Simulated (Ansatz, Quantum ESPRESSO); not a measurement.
**Equation of state of bcc Mo**

How stiff is bcc Mo under hydrostatic load? Each row scales the relaxed cell evenly and relaxes the atoms. The phase is followed to these pressures whether or not it stays the stable one.

Calculated with Quantum ESPRESSO 7.5, PBEsol, GBRV 1.5 ultrasoft potentials, cutoff 680 eV, Fermi–Dirac smearing 0.05 eV, k-mesh 19×19×19, no spin polarisation, no spin-orbit coupling.

Reference cell, relaxed at zero pressure with PBEsol (Im-3m): a = 2.7080 Å, b = 2.7080 Å, c = 2.7080 Å, α = 109.47°, β = 109.47°, γ = 109.47°.

```
atom       x       y       z
  Mo  0.0000  0.0000  0.0000
```

| V (Å³/atom) | V/V0 | P (GPa) | E − E0 (meV/atom) |
| --- | --- | --- | --- |
| 14.3694 | 0.9400 | 19.712 | 55.2 |
| 14.6752 | 0.9600 | 12.408 | 24.1 |
| 15.5924 | 1.0200 | −5.339 | 4.6 |
| 15.8981 | 1.0400 | −10.130 | 18.9 |
| 16.2038 | 1.0600 | −14.454 | 41.8 |

V0 = 15.2866 Å³ an atom, where the residual pressure P0 is −0.029 GPa. **Question.** Fit the Birch–Murnaghan law and give the pressure and the energy at V = 14.9809 Å³ an atom, a row left out above.

With the Eulerian strain f = ½[(V0/V)^(2/3) − 1] and F = (P − P0)/[3f(1 + 2f)^(5/2)], the third-order law is the line F = B0 + (3/2) B0 (B′ − 4) f.

| f | F (GPa) |
| --- | --- |
| 0.02106 | 281.89 |
| 0.01379 | 280.80 |
| −0.00656 | 278.92 |
| −0.01290 | 278.54 |
| −0.01905 | 278.14 |

A straight line through the 5 rows: the means are −0.000732 for f and 279.66 for F, Σ(Δx)² = 0.001203 and ΣΔxΔy = 0.1109, so the slope is 0.1109/0.001203 = 92.189 and the intercept 279.66 − (92.189)(−0.000732) = 279.73.

Hence B0 = 279.7 GPa and B′ = 4 + (92.2)/(1.5 × 279.7) = 4.22. For the withheld volume f = 0.00678, F = 280.35 GPa and P = 5.87 GPa. The run itself gives 5.87 GPa, so the estimate misses by 0.00 GPa, a rounding's worth.

Integrating the same law gives E − E0 = (9/2) B0 V0 f²[1 + (B′ − 4) f] + P0(V0 − V), with 1 GPa Å³ = 6.2415 meV: 5.5 meV an atom. The run itself gives 6.1 meV, so the estimate misses by 0.6 meV; the fitted rows themselves lie up to 1.9 meV off the law.

The same fit over all rows at other levels or in other programs gives B0 = 273 GPa with r2SCAN (Ansatz), 278 GPa with PBEsol (Quantum ESPRESSO, PseudoDojo) and 279 GPa with PBEsol (Ansatz).

[Logs are printed without paths, hosts, clocks, repeated set-up lines and the standing remarks that a program may print on its own settings, such as how far it seeks lower states.]
